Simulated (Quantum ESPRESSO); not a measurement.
# MgO (Periclase): from strain to phonon shift

Aim: the phonon deformation potentials p and q of MgO (Periclase), tested on a biaxially strained cell.

Calculated with Quantum ESPRESSO 7.5; DFT LDA, scalar-relativistic, plane waves, PseudoDojo norm-conserving pseudopotentials.

The database entry behind the starting cell differs from later determinations by our own check (about 0.1 % long), so it need not match the best structure at ambient conditions.

## 1. The relaxed structure

Symmetry: Fm-3m, No. 225, cubic system. The conventional cell has a = 4.160 Å, b = 4.160 Å, c = 4.160 Å, α = 90.00°, β = 90.00°, γ = 90.00°. Nearest to Mg lie 6 O at 2.08 Å. Nearest to O lie 6 Mg at 2.08 Å. Farther neighbours and most contacts between anions are not listed.

This is the cell after its relaxation at this level of theory, not the database cell from which that began.

## 2. Uniaxial strain

The relaxed cell is stretched along z alone. This keeps all atoms on sites fixed by symmetry and splits the threefold mode into a singlet, polarised along z, and a doublet. The macroscopic field is left out, so these are transverse modes. Cutoff 92 Ry, k mesh 12×12×12.

From the response at ε_zz = 0.01:

What it wrote:

```text
[banners, grids, parts of the stress and lines that vanish by symmetry left out]
Program PHONON v.7.5
     Reading xml data from directory:

[...]
Exchange-correlation= PW
                           (   1   4   0   0   0   0   0)
[...]
kinetic-energy cut-off    =      92.0000  Ry
     charge density cut-off    =     368.0000  Ry
     convergence threshold     =      1.0E-18
[...]
Exchange-correlation= PW
                           (   1   4   0   0   0   0   0)
[...]
q = (   0.0000000   0.0000000   0.0000000 )
     17 Sym.Ops. (with q -> -q+G )
     G cutoff =  290.9722  (  14537 G-vectors)     FFT grid: ( 36, 36, 36)
     number of k points=   163
[...]
Mode symmetry, D_4h(4/mmm) point group:
[...]
Representation #   1 mode #   1
[...]
End of self-consistent calculation
     Convergence has been achieved
     Representation #   2 mode #   2
[...]
End of self-consistent calculation
     Convergence has been achieved
     Representation #   3 modes #   3   4
[...]
End of self-consistent calculation
     Convergence has been achieved
     Representation #   4 modes #   5   6
[...]
End of self-consistent calculation
     Convergence has been achieved
[...]
q = (    0.000000000   0.000000000   0.000000000 )
[...]
freq (    1) =       0.098305 [THz] =       3.279087 [cm-1]
     freq (    2) =       0.099184 [THz] =       3.308418 [cm-1]
     freq (    3) =       0.099184 [THz] =       3.308418 [cm-1]
     freq (    4) =      11.285149 [THz] =     376.432066 [cm-1]
     freq (    5) =      12.323472 [THz] =     411.066764 [cm-1]
     freq (    6) =      12.323472 [THz] =     411.066764 [cm-1]
[...]
Mode symmetry, D_4h(4/mmm) point group:
     freq (   1-   1) =          3.3  [cm-1]   --> A_2u X_4' M_4'  I
     freq (   2-   3) =          3.3  [cm-1]   --> E_u  X_5' M_5'  I
     freq (   4-   4) =        376.4  [cm-1]   --> A_2u X_4' M_4'  I
     freq (   5-   6) =        411.1  [cm-1]   --> E_u  X_5' M_5'  I

   JOB DONE.
```

| ε_zz | singlet (cm⁻¹) | doublet (cm⁻¹) | σ_zz (GPa) | σ_xx (GPa) |
| --- | --- | --- | --- | --- |
| -0.01 | 442.64 | 406.69 | -3.462 | -0.962 |
| -0.005 | 425.74 | 407.94 | -1.674 | -0.472 |
| 0 | 409.08 | 409.08 | 0.008 | 0.008 |
| 0.005 | 392.65 | 410.12 | 1.590 | 0.480 |
| 0.01 | 376.43 | 411.07 | 3.076 | 0.941 |

Stress is counted positive in tension.

## 3. The fit

To first order ω² − ω₀² = p ε_zz + q (ε_xx + ε_yy) for the mode along z, and likewise for x and y. With ε_zz alone the singlet gives p and the doublet q.

The linear terms of parabolas through ω² are p = -16.20 ω₀² and q = 1.07 ω₀², with ω₀ = 409.1 cm⁻¹. Those of the stresses are C11 = 327 GPa and C12 = 95 GPa. Under hydrostatic strain p and q imply γ = −(p + 2q)/(6 ω₀²) = 2.34.

A layer held to an in-plane strain ε and free along z takes ε_zz = −2 (C12/C11) ε = -0.582 ε. To first order the singlet then shifts by (q − p C12/C11) ε / ω₀ = 2367 ε cm⁻¹. For ε = -0.006, ε_zz = 0.00349, the formulas for ω² predict 394.64 cm⁻¹ for the singlet and 427.97 cm⁻¹ for the doublet.

## 4. A biaxially strained cell

This run was no part of the fit.

What it wrote:

```text
[banners, grids, parts of the stress and lines that vanish by symmetry left out]
[banner, memory and clock lines left out]
Program PHONON v.7.5

[...]
Exchange-correlation= PW
                           (   1   4   0   0   0   0   0)
[...]
kinetic-energy cut-off    =      92.0000  Ry
     charge density cut-off    =     368.0000  Ry
     convergence threshold     =      1.0E-18
[...]
Exchange-correlation= PW
                           (   1   4   0   0   0   0   0)
[...]
q = (   0.0000000   0.0000000   0.0000000 )
     17 Sym.Ops. (with q -> -q+G )
     G cutoff =  287.3609  (  14317 G-vectors)     FFT grid: ( 36, 36, 36)
     number of k points=   163
[...]
Mode symmetry, D_4h(4/mmm) point group:
[...]
Representation #   1 mode #   1
[...]
End of self-consistent calculation
     Convergence has been achieved
     Representation #   2 mode #   2
[...]
End of self-consistent calculation
     Convergence has been achieved
     Representation #   3 modes #   3   4
[...]
End of self-consistent calculation
     Convergence has been achieved
     Representation #   4 modes #   5   6
[...]
End of self-consistent calculation
     Convergence has been achieved
[...]
q = (    0.000000000   0.000000000   0.000000000 )
[...]
freq (    1) =       0.104928 [THz] =       3.500026 [cm-1]
     freq (    2) =       0.105717 [THz] =       3.526329 [cm-1]
     freq (    3) =       0.105717 [THz] =       3.526329 [cm-1]
     freq (    4) =      11.835393 [THz] =     394.786210 [cm-1]
     freq (    5) =      12.845109 [THz] =     428.466729 [cm-1]
     freq (    6) =      12.845109 [THz] =     428.466729 [cm-1]
[...]
Mode symmetry, D_4h(4/mmm) point group:
     freq (   1-   1) =          3.5  [cm-1]   --> A_2u X_4' M_4'  I
     freq (   2-   3) =          3.5  [cm-1]   --> E_u  X_5' M_5'  I
     freq (   4-   4) =        394.8  [cm-1]   --> A_2u X_4' M_4'  I
     freq (   5-   6) =        428.5  [cm-1]   --> E_u  X_5' M_5'  I
```

| mode | predicted (cm⁻¹) | run (cm⁻¹) |
| --- | --- | --- |
| singlet | 394.64 | 394.79 |
| doublet | 427.97 | 428.47 |

The stress along z is -0.012 GPa and that in the plane -2.279 GPa; the unstrained cell carries 0.008 GPa.

## 5. Outcome

```
p (in units of the squared frequency)           : -16.20
q (same units)                                  : 1.069
shift of the singlet per unit of biaxial strain : 2367 cm⁻¹
C11 and C12                                     : 327 and 95 GPa
```

In words: To first order, one per cent of tensile biaxial strain moves the singlet of MgO (Periclase) by 23.7 cm⁻¹ and the doublet by -32.2 cm⁻¹; the formulas miss the test run by up to 0.50 cm⁻¹. In the rock-salt structure this mode is infrared active and has no first-order Raman line. The third potential, r, needs shear strain, which was not run. These are harmonic values at zero temperature.

[Host names and launcher messages were left out of these logs when they were recorded.]

[Logs are printed without paths, hosts, clocks, repeated set-up lines and the standing remarks that a program may print on its own settings, such as how far it seeks lower states.]

[Hosts, paths, dates, database ids (printed as entryN), source tags and the programs' standing remarks are cut or masked in the printed files.]
